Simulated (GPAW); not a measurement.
# InF3 (R-3c): one start, several treatments of the self-energy

Aim: compare treatments of exchange, screening and correlation for the gap of InF3 (R-3c).

Method: LDA and many-body steps on it, plane waves, in GPAW 26.7.0.

**1. Set-up**

The structure is trigonal, space group R-3c (No. 167). Conventional cell: a = 5.204 Å, b = 5.204 Å, c = 14.723 Å, α = 90.00°, β = 90.00°, γ = 120.00°. In has 6 F at 2.08 Å nearest. Nearest to F lie 2 In at 2.08 Å. Farther neighbours and most contacts between anions are not listed.

As a file:

```cif
data_structure
_symmetry_space_group_name_H-M 'P 1'
_symmetry_Int_Tables_number 1
_cell_length_a 5.7543
_cell_length_b 5.7543
_cell_length_c 5.7543
_cell_angle_alpha 53.771
_cell_angle_beta 53.771
_cell_angle_gamma 53.771
_cell_volume 115.11
loop_
_atom_site_label
_atom_site_type_symbol
_atom_site_fract_x
_atom_site_fract_y
_atom_site_fract_z
_atom_site_occupancy
In1 In 0.50000 0.50000 0.50000 1
In2 In 0.00000 0.00000 0.00000 1
F3 F 0.39571 0.75000 0.10429 1
F4 F 0.75000 0.10429 0.39571 1
F5 F 0.89571 0.60429 0.25000 1
F6 F 0.25000 0.89571 0.60429 1
F7 F 0.60429 0.25000 0.89571 1
F8 F 0.10429 0.39571 0.75000 1
```

The cell and positions are those that the Materials Project relaxed with its own functionals (PBE, PBE+U or r2SCAN), kept fixed.

**2. Empty states on the mesh, 4×4×4 mesh, 539 bands**

This step: GPAW 26.7.0; DFT, LDA, plane waves, PAW.

The sums over transitions need many empty states on a uniform mesh; this step solves for them.

The input, run.py:

```python
import json
import numpy as np
from gpaw.mpi import world
from gpaw import GPAW

calc = GPAW('gs.gpw').fixed_density(kpts={'size': (4, 4, 4), 'gamma': True},
    parallel={'domain': 1, 'band': 1},
    txt='nscf.txt')
calc.diagonalize_full_hamiltonian(nbands=539)
calc.write('full.gpw', mode='all')
res = {}
kpts = calc.get_ibz_k_points()
res['kpts'] = kpts
res['eigenvalues'] = [calc.get_eigenvalues(kpt=k) for k in range(len(kpts))]
res['n_electrons'] = calc.get_number_of_electrons()

if world.rank == 0:
    with open('result.json', 'w') as f:
        json.dump(res, f, default=lambda x: x.tolist())
```

Started as:

```console
> mpirun -n 12 gpaw python run.py
```

Numbers of over 12 decimals in the logs are rounded to 6 here.

Log:

```text
Diagonalizing LCAO Hamiltonian
Converting LCAO to pw mode
convergence criteria:
- Maximum integral of absolute [eigenst]ate change: 4e-08 eV^2 / valence electron
maximum number of iterations: 100

SCF iterations
|iter     |     time |      energy | eigst |  dens |
|iter:   1|  |             | +0.50 |       |
|iter:   2|  |             | -0.65 |       |
|iter:   3|  |             | -1.38 |       |
[...]
|iter:  14|  |             | -6.55 |       |
|iter:  15|  |             | -6.99 |       |
|iter:  16|  |             | -7.46c|       |
SCF steps: 16
  __  _  _
 | _ |_)|_||  |
 |__||  | ||/\| - 26.7.0

Input parameters:
  mode=PW(ecut=600.0),
  convergence={'density': 1e-06, 'bands': -3},
  gpts=array([35, 35, 35]),
  kpts=MonkhorstPack(size=(4, 4, 4), gamma=True),
  maxiter=100,
  nbands=44,
  occupations=Occupations(name='fermi-dirac', width=0.001, fixmagmom=False),
  parallel={'domain': 1, 'band': 1},
  xc=XC(name='LDA')
Matrix size: 3895x3895
# Writing to full.gpw (mode='all')
  [... matrices ...]

timing:  # [seconds]
  Total: 102.452  # ━━━━━━━━━━━━━━━━━━━━━━━━━━━━━━━━━━━━━━━━━━━━━━━━━━━━━━━━━
```

The job ended after 2 min (12 MPI ranks of AMD EPYC 7R43, shared host; peak memory 14 GiB; 24 min of CPU time).

This step gave:

```yaml
gap: 4.001 eV
k_of_the_valence_top: 0.5, 0.5, 0
k_of_the_conduction_bottom: 0, 0, 0
least_direct_gap: 4.036 eV
k_points_computed: 14
lowest_point_of_the_top_converged_band_above_the_valence_top: 151.3178 eV
```

On this mesh the gap is 4.001 eV.

**3. G0W0, Godby-Needs plasmon pole**

G0W0 replaces the xc potential by the self-energy, built once from these orbitals. Only a window of levels is corrected, while the sums run over the empty bands that the input names.

This step: G0W0 on LDA, plane waves, PAW.

The input, run.py:

```python
import json
import numpy as np
from gpaw.mpi import world
from gpaw.response.g0w0 import G0W0

gw = G0W0('full.gpw',
    filename='gw',
    kpts=[0, 11],
    bands=(32, 36),
    ecut=96,
    nbands=245,
    integrate_gamma='WS',
    ppa=True)
gw.calculate()
res = {mode: {k: v for k, v in r.items() if k != 'sigma_eskwn'}
       for mode, r in gw.all_results.items()}

if world.rank == 0:
    with open('result.json', 'w') as f:
        json.dump(res, f, default=lambda x: x.tolist())
```

Started as:

```console
> mpirun -n 12 gpaw python run.py
```

Log:

```text
Using integrator: PointIntegrator
FrequencyGridDescriptor(from 0.000+0.000j to 0.000+27.211j eV, 2 points)
Nonperiodic BCs:  [False False False]
Using integrator: PointIntegrator
FrequencyGridDescriptor(from 0.000+0.000j to 0.000+27.211j eV, 2 points)
Nonperiodic BCs:  [False False False]
  ___  _ _ _
 |   || | | |
 | | || | | |
 |__ ||_____|
 |___|

BZ k-points: Symmetries present (total): 6

  [... matrices ...]
64 k-points: 4 x 4 x 4 Monkhorst-Pack grid + [1/8,1/8,1/8]
14 k-points in the irreducible part of the Brillouin zone
       k-points in crystal coordinates                weights
   0:     0.00000000    0.00000000    0.00000000          1/64
   1:     0.25000000    0.00000000   -0.25000000          6/64
   2:     0.25000000    0.00000000    0.00000000          6/64
   3:     0.25000000    0.25000000   -0.25000000          6/64
   4:     0.25000000    0.25000000    0.00000000          6/64
   5:     0.25000000    0.25000000    0.25000000          2/64
   6:     0.50000000    0.00000000    0.00000000          3/64
   7:     0.50000000    0.00000000    0.25000000          6/64
   8:     0.50000000    0.25000000   -0.25000000          6/64
   9:     0.50000000    0.25000000    0.00000000          6/64
          ...
  13:     0.50000000    0.50000000    0.50000000          1/64

Distributing spins, k-points and bands (1 x 2 x 4) over 12 processes
Number of blocks: 1

Quasi particle states:
k-points (IBZ indices): [0, 11]
Band range: (32, 36)
  [... matrices ...]
Computational parameters:
Plane wave cut-off: 96 eV
Number of bands: 245
Coulomb cutoff: None
Broadening: 0.1 eV

fxc modes: GW
Kernel: RPA
Using Godby-Needs plasmon-pole approximation:
  Fitting energy: i*E0, E0 = 1.000 Hartree
Summing all q:

Calculating screened Coulomb potential
No Coulomb truncation
FrequencyGridDescriptor(from 0.000+0.000j to 0.000+27.211j eV, 2 points)
Removing empty qpoint cache files...

Calculating chi0 body with:
    Ground state adapter containing:
    Number of spins: 1
    Number of kpoints: 64
    Number of irreducible kpoints: 14
    Number of completely occupied states: 34
    Number of partially occupied states: 34
    Occupied states memory: 22.243500 M / cpu

    Linear response parametrization:
    q_c: [0.0, 0.0, 0.0]
    Number of frequency points: 2
    Planewave cutoff: 96.0
    Number of bands: 245
    Number of planewaves: 241
    Broadening (eta): 1e-06
    comm.size: 12
    kncomm.size: 12
    blockcomm.size: 1

    Memory estimate of potentially large arrays:
        chi0_wGG: 1.772491 M / cpu
Integrating chi0 body.

Symmetries of q_c:
    Direct symmetries (Uq -> q): 6
    Indirect symmetries (TUq -> q): 0
In total 6 allowed symmetries.

  [... matrices ...]
14 groups of equivalent kpoints. 78.125% reduction.

Integral kind: response function
Integrating chi0 head and wings.

Symmetries of q_c:
    Direct symmetries (Uq -> q): 6
    Indirect symmetries (TUq -> q): 0
In total 6 allowed symmetries.

  [... matrices ...]
14 groups of equivalent kpoints. 78.125% reduction.

Integral kind: response function wings

Calculating chi0 body with:
    Ground state adapter containing:
    Number of spins: 1
    Number of kpoints: 64
    Number of irreducible kpoints: 14
    Number of completely occupied states: 34
    Number of partially occupied states: 34
    Occupied states memory: 22.243500 M / cpu

[... the further q-points ...]

Results:
f:      Occupation numbers
eps:     KS-eigenvalues [eV]
vxc:     KS vxc [eV]
exx:     Exact exchange [eV]
sigma:   Self-energies [eV]
dsigma:  Self-energy derivatives
Z:       Renormalization factors
qp:      QP-energies [eV]

k-point 0 (0): (0.000, 0.000, 0.000)                GW
band       f     eps     vxc     exx   sigma  dsigma       Z      qp
                                                                   GW
  32   1.000  -1.022 -24.799 -32.263   5.441  -0.260   0.794  -2.628
  33   1.000  -1.022 -24.799 -32.263   5.441  -0.260   0.794  -2.628
  34   0.000   3.014 -16.532 -11.641  -2.689  -0.153   0.867   4.923
  35   0.000   8.480 -22.189 -15.062  -3.314  -0.210   0.827  11.631

k-point 1 (11): (0.500, 0.500, 0.000)                GW
band       f     eps     vxc     exx   sigma  dsigma       Z      qp
                                                                   GW
  32   1.000  -1.099 -26.206 -32.908   4.953  -0.244   0.804  -2.505
  33   1.000  -0.987 -24.831 -32.313   5.456  -0.260   0.794  -2.595
  34   0.000   5.573 -20.209 -14.518  -2.740  -0.177   0.850   8.081
  35   0.000   7.135 -21.280 -14.818  -3.048  -0.187   0.842  10.011
```

The job ended after 11 min (12 MPI ranks; peak memory 6.2 GiB; 2.2 h of CPU time).

Numbers from this step:

```yaml
g0w0_gap_on_the_points_computed: 7.428 eV
least_direct_g0w0_gap_on_the_computed_points: 7.550 eV
z_at_the_valence_top: 0.8039
z_at_the_conduction_bottom: 0.8670
starting_gap_on_the_mesh: 4.001 eV
k_of_the_valence_top: 0.5, 0.5, 0
k_of_the_conduction_bottom: 0, 0, 0
```

The gap on the mesh goes from 4.00 eV to 7.43 eV, a correction of +3.43 eV.

**4. One-shot HSE06**

This step: one-shot HSE06 levels on LDA orbitals, plane waves, PAW.

The input, run.py:

```python
import json
import numpy as np
from gpaw.mpi import world
from gpaw.hybrids.eigenvalues import non_self_consistent_eigenvalues

dft, vxc, vxc_hyb = non_self_consistent_eigenvalues('full.gpw', 'HSE06', 32, 36, kpt_indices=[0, 11])
res = {'dft': dft[0], 'hybrid': (dft - vxc + vxc_hyb)[0]}
if world.rank == 0:
    with open('hybrid.txt', 'w') as f:
        for k, e0, e1 in zip([0, 11], res['dft'], res['hybrid']):
            print(k, ' '.join(f'{x:9.4f}' for x in e0), '|', ' '.join(f'{x:9.4f}' for x in e1), file=f)

if world.rank == 0:
    with open('result.json', 'w') as f:
        json.dump(res, f, default=lambda x: x.tolist())
```

Started as:

```console
> mpirun -n 12 gpaw python run.py
```

Log:

```text
IBZ(<points: 14, symmetries: 6>)
Occupied bands: 34
Transforming wave functions from IBZ to BZ: 0.303 seconds
Distributing wave functions and iFFT-ing to real space: 0.599 seconds
Calculating eigenvalues:
  k-points: 2
  Bands: 32-35 (inclusive)
  Seconds: 5.962 (wave-function broadcasting: 0.038 seconds)
HSE06-eigenvalue shifts:
  min: -1.757 eV
  ave: -0.308 eV
  max: 1.322 eV
```

It took 14 s on 12 MPI ranks; peak memory 3.9 GiB; 2.6 min of CPU time.

This step gave:

```
starting gap on the mesh                       : 4.001 eV
hybrid gap on the mesh                         : 6.564 eV
least direct hybrid gap on the computed points : 6.674 eV
```

**5. G0W0, extrapolated in the cutoff**

This step: G0W0 on LDA, plane waves, PAW.

The input, run.py:

```python
import json
import numpy as np
from gpaw.mpi import world
from gpaw.response.g0w0 import G0W0

gw = G0W0('full.gpw',
    filename='gw',
    kpts=[0, 11],
    bands=(32, 36),
    ecut=160.0,
    integrate_gamma='WS',
    ppa=True,
    ecut_extrapolation=True)
gw.calculate()
res = {mode: {k: v for k, v in r.items() if k != 'sigma_eskwn'}
       for mode, r in gw.all_results.items()}

if world.rank == 0:
    with open('result.json', 'w') as f:
        json.dump(res, f, default=lambda x: x.tolist())
```

Started as:

```console
> mpirun -n 12 gpaw python run.py
```

Log:

```text
Using integrator: PointIntegrator
FrequencyGridDescriptor(from 0.000+0.000j to 0.000+27.211j eV, 2 points)
Nonperiodic BCs:  [False False False]
Using integrator: PointIntegrator
FrequencyGridDescriptor(from 0.000+0.000j to 0.000+27.211j eV, 2 points)
Nonperiodic BCs:  [False False False]
  ___  _ _ _
 |   || | | |
 | | || | | |
 |__ ||_____|
 |___|

BZ k-points: Symmetries present (total): 6

  [... matrices ...]
64 k-points: 4 x 4 x 4 Monkhorst-Pack grid + [1/8,1/8,1/8]
14 k-points in the irreducible part of the Brillouin zone
       k-points in crystal coordinates                weights
   0:     0.00000000    0.00000000    0.00000000          1/64
   1:     0.25000000    0.00000000   -0.25000000          6/64
   2:     0.25000000    0.00000000    0.00000000          6/64
[...]
9:     0.50000000    0.25000000    0.00000000          6/64
          ...
  13:     0.50000000    0.50000000    0.50000000          1/64

Distributing spins, k-points and bands (1 x 2 x 4) over 12 processes
Number of blocks: 1

Quasi particle states:
k-points (IBZ indices): [0, 11]
Band range: (32, 36)
  [... matrices ...]
Computational parameters:
Extrapolating to infinite plane wave cut-off using points at:
  137.884 eV
  147.917 eV
  160.000 eV
Number of bands: 529
Coulomb cutoff: None
Broadening: 0.1 eV

fxc modes: GW
Kernel: RPA
Using Godby-Needs plasmon-pole approximation:
  Fitting energy: i*E0, E0 = 1.000 Hartree
Summing all q:

Calculating screened Coulomb potential
No Coulomb truncation
FrequencyGridDescriptor(from 0.000+0.000j to 0.000+27.211j eV, 2 points)
Removing empty qpoint cache files...

Calculating chi0 body with:
    Ground state adapter containing:
    Number of spins: 1
    Number of kpoints: 64
    Number of irreducible kpoints: 14
[...]
chi0_wGG: 8.283722 M / cpu
Integrating chi0 body.

Symmetries of q_c:
    Direct symmetries (Uq -> q): 6
    Indirect symmetries (TUq -> q): 0
In total 6 allowed symmetries.

  [... matrices ...]
14 groups of equivalent kpoints. 78.125% reduction.

Integral kind: response function
Integrating chi0 head and wings.

Symmetries of q_c:
    Direct symmetries (Uq -> q): 6
    Indirect symmetries (TUq -> q): 0
In total 6 allowed symmetries.

  [... matrices ...]
14 groups of equivalent kpoints. 78.125% reduction.

Integral kind: response function wings

Calculating chi0 body with:
    Ground state adapter containing:
    Number of spins: 1
    Number of kpoints: 64
    Number of irreducible kpoints: 14
    Number of completely occupied states: 34
    Number of partially occupied states: 34
    Occupied states memory: 22.243500 M / cpu

[... the further q-points ...]
Extrapolating selfenergy to infinite energy cutoff:
  Performing linear fit to 3 points
  Warning: Bad quality of linear fit for some (n,k).
           Higher cutoff might be necessary.
  Minimum R^2 = 0.7882. (R^2 Should be close to 1)
  [... matrices ...]
Results:
f:      Occupation numbers
eps:     KS-eigenvalues [eV]
vxc:     KS vxc [eV]
exx:     Exact exchange [eV]
sigma:   Self-energies [eV]
dsigma:  Self-energy derivatives
Z:       Renormalization factors
qp:      QP-energies [eV]

k-point 0 (0): (0.000, 0.000, 0.000)                GW
band       f     eps     vxc     exx   sigma  dsigma       Z      qp
                                                                   GW
  32   1.000  -1.022 -24.799 -32.263   5.089  -0.281   0.781  -2.876
  33   1.000  -1.022 -24.799 -32.263   5.089  -0.281   0.781  -2.876
  34   0.000   3.014 -16.532 -11.641  -2.860  -0.161   0.861   4.762
[...]
k-point 1 (11): (0.500, 0.500, 0.000)                GW
band       f     eps     vxc     exx   sigma  dsigma       Z      qp
                                                                   GW
[...]
34   0.000   5.573 -20.209 -14.518  -3.115  -0.185   0.844   7.747
  35   0.000   7.135 -21.280 -14.818  -3.521  -0.220   0.820   9.546
```

Elapsed: 52 min, on 12 MPI ranks; peak memory 9.4 GiB.

This step gave:

```yaml
quasiparticle_gap_on_the_points_computed: 7.563 eV
least_direct_quasiparticle_gap_on_the_computed_points: 7.638 eV
z_at_the_valence_top: 0.7914
z_at_the_conduction_bottom: 0.8610
starting_gap_on_the_mesh: 4.001 eV
k_of_the_valence_top: 0.5, 0.5, 0
k_of_the_conduction_bottom: 0, 0, 0
gaps_at_the_cutoffs_of_the_extrapolation: 7.424, 7.436, 7.452 eV
```

Against G0W0 in GPAW (4×4×4 mesh, 245 bands, screening to 96 eV, Godby-Needs plasmon pole), the gap moves by +0.136 eV.

**6. One-shot Hartree-Fock**

This step: one-shot Hartree-Fock levels on LDA orbitals, plane waves, PAW.

The input, run.py:

```python
import json
import numpy as np
from gpaw.mpi import world
from gpaw.hybrids.eigenvalues import non_self_consistent_eigenvalues

dft, vxc, vxc_hyb = non_self_consistent_eigenvalues('full.gpw', 'EXX', 32, 36, kpt_indices=[0, 11])
res = {'dft': dft[0], 'hybrid': (dft - vxc + vxc_hyb)[0]}
if world.rank == 0:
    with open('hybrid.txt', 'w') as f:
        for k, e0, e1 in zip([0, 11], res['dft'], res['hybrid']):
            print(k, ' '.join(f'{x:9.4f}' for x in e0), '|', ' '.join(f'{x:9.4f}' for x in e1), file=f)

if world.rank == 0:
    with open('result.json', 'w') as f:
        json.dump(res, f, default=lambda x: x.tolist())
```

Started as:

```console
> mpirun -n 12 gpaw python run.py
```

Log:

```text
IBZ(<points: 14, symmetries: 6>)
Occupied bands: 34
Transforming wave functions from IBZ to BZ: 0.361 seconds
Distributing wave functions and iFFT-ing to real space: 1.159 seconds
Calculating eigenvalues:
  k-points: 2
  Bands: 32-35 (inclusive)
  Seconds: 5.974 (wave-function broadcasting: 0.035 seconds)
HSE06-eigenvalue shifts:
  min: -7.482 eV
  ave: -0.618 eV
  max: 7.126 eV
```

Wall time 15 s (12 MPI ranks); peak memory 3.9 GiB.

Numbers from this step:

```yaml
starting_gap_on_the_mesh: 4.001 eV
hybrid_gap_on_the_mesh: 15.71 eV
least_direct_hybrid_gap_on_the_computed_points: 16.39 eV
```

**7. G0W0, full frequency, Hilbert transform**

This step: G0W0 on LDA, plane waves, PAW.

The input, run.py:

```python
import json
import numpy as np
from gpaw.mpi import world
from gpaw.response.g0w0 import G0W0

gw = G0W0('full.gpw',
    filename='gw',
    kpts=[0, 11],
    bands=(32, 36),
    ecut=96,
    nbands=245,
    integrate_gamma='WS',
    frequencies={'type': 'nonlinear', 'domega0': 0.1, 'omega2': 15.0},
    eta=0.1,
    nblocksmax=True)
gw.calculate()
res = {mode: {k: v for k, v in r.items() if k != 'sigma_eskwn'}
       for mode, r in gw.all_results.items()}

if world.rank == 0:
    with open('result.json', 'w') as f:
        json.dump(res, f, default=lambda x: x.tolist())
```

Started as:

```console
> mpirun -n 12 gpaw python run.py
```

Log:

```text
Using integrator: PointIntegrator
NonLinearFrequencyDescriptor(from 0.000 to 107.687 eV, 272 points)
Nonperiodic BCs:  [False False False]
Using integrator: PointIntegrator
NonLinearFrequencyDescriptor(from 0.000 to 107.687 eV, 272 points)
Nonperiodic BCs:  [False False False]
  ___  _ _ _
 |   || | | |
 | | || | | |
 |__ ||_____|
 |___|

BZ k-points: Symmetries present (total): 6

  [... matrices ...]
64 k-points: 4 x 4 x 4 Monkhorst-Pack grid + [1/8,1/8,1/8]
14 k-points in the irreducible part of the Brillouin zone
       k-points in crystal coordinates                weights
[...]
GW
  32   1.000  -1.022 -24.799 -32.263   5.445  -0.303   0.768  -2.572
  33   1.000  -1.022 -24.799 -32.263   5.445  -0.303   0.768  -2.572
  34   0.000   3.014 -16.532 -11.641  -2.683  -0.175   0.851   4.893
[...]
k-point 1 (11): (0.500, 0.500, 0.000)                GW
band       f     eps     vxc     exx   sigma  dsigma       Z      qp
                                                                   GW
[...]
34   0.000   5.573 -20.209 -14.518  -2.765  -0.235   0.809   7.942
  35   0.000   7.135 -21.280 -14.818  -3.103  -0.201   0.832   9.931
```

It took 16 min on 12 MPI ranks; peak memory 6.1 GiB; 3.2 h of CPU time.

This step gave:

* G0W0 gap on the points computed: 7.358 eV
* least direct G0W0 gap on the computed points: 7.465 eV
* starting gap on the mesh: 4.001 eV
* k of the valence top: 0.5, 0.5, 0
* k of the conduction bottom: 0, 0, 0

Against G0W0 in GPAW (4×4×4 mesh, 245 bands, screening to 96 eV, Godby-Needs plasmon pole), the gap moves by −0.070 eV.

**8. The runs together**

Times are wall times on 12 MPI ranks of AMD EPYC 7R43, shared host, good to a factor of about two.

```tsv
run	mesh	bands	screening cutoff (eV)	DFT gap (eV)	gap on the mesh (eV)	direct (eV)	time
G0W0, Godby-Needs plasmon pole	4×4×4	245	96	4.001	7.428	7.550	11 min
one-shot HSE06	4×4×4	-	-	4.001	6.564	6.674	14 s
G0W0, extrapolated in the cutoff	4×4×4	-	160	4.001	7.563	7.638	52 min
one-shot Hartree-Fock	4×4×4	-	-	4.001	15.706	16.391	15 s
G0W0, full frequency, Hilbert transform	4×4×4	245	96	4.001	7.358	7.465	16 min
```

**9. Summary of results**

* G0W0, Godby-Needs plasmon pole: 7.428 eV
* one-shot HSE06: 6.564 eV
* G0W0, extrapolated in the cutoff: 7.563 eV
* one-shot Hartree-Fock: 15.706 eV
* G0W0, full frequency, Hilbert transform: 7.358 eV
* known limits: not at the basis limit; no spin-orbit coupling

In words: One-shot HSE06: −0.864 eV against G0W0, Godby-Needs plasmon pole. G0W0, extrapolated in the cutoff: +0.136 eV against G0W0, Godby-Needs plasmon pole, at other bands or cutoff, so not like for like. One-shot Hartree-Fock: +8.278 eV against G0W0, Godby-Needs plasmon pole. G0W0, full frequency, Hilbert transform: −0.070 eV against G0W0, Godby-Needs plasmon pole. Bare exchange alone opens the gap to 15.71 eV; against G0W0, correlation takes back 8.28 eV. One-shot hybrid levels are evaluated on the LDA orbitals. Bands and cutoff are finite, so the gap is not at the basis limit. The miss can reach some tenths of an eV and take either sign; the mesh is an error of its own. These stock PAW sets were not made for GW. In the G0W0 runs levels were corrected at 2 k points alone, so a gap called «on the mesh» is the least over those, and an edge elsewhere would be missed. The program warns of a poor linear fit in the extrapolation of some level, so the extrapolated values are rough. The many-body steps are scalar-relativistic: spin-orbit coupling is not in them.

[Paths, hosts, dates, memory and timing lines, banners, echoed tables and standing remarks are left out of the program output.]

[Logs are printed without paths, hosts, clocks, repeated set-up lines and the standing remarks that a program may print on its own settings, such as how far it seeks lower states.]

[Runs of the session that timed out or met a known fault of the program may be left out.]

[Hosts, paths, dates, database ids (printed as entryN), source tags and the programs' standing remarks are cut or masked in the printed files.]
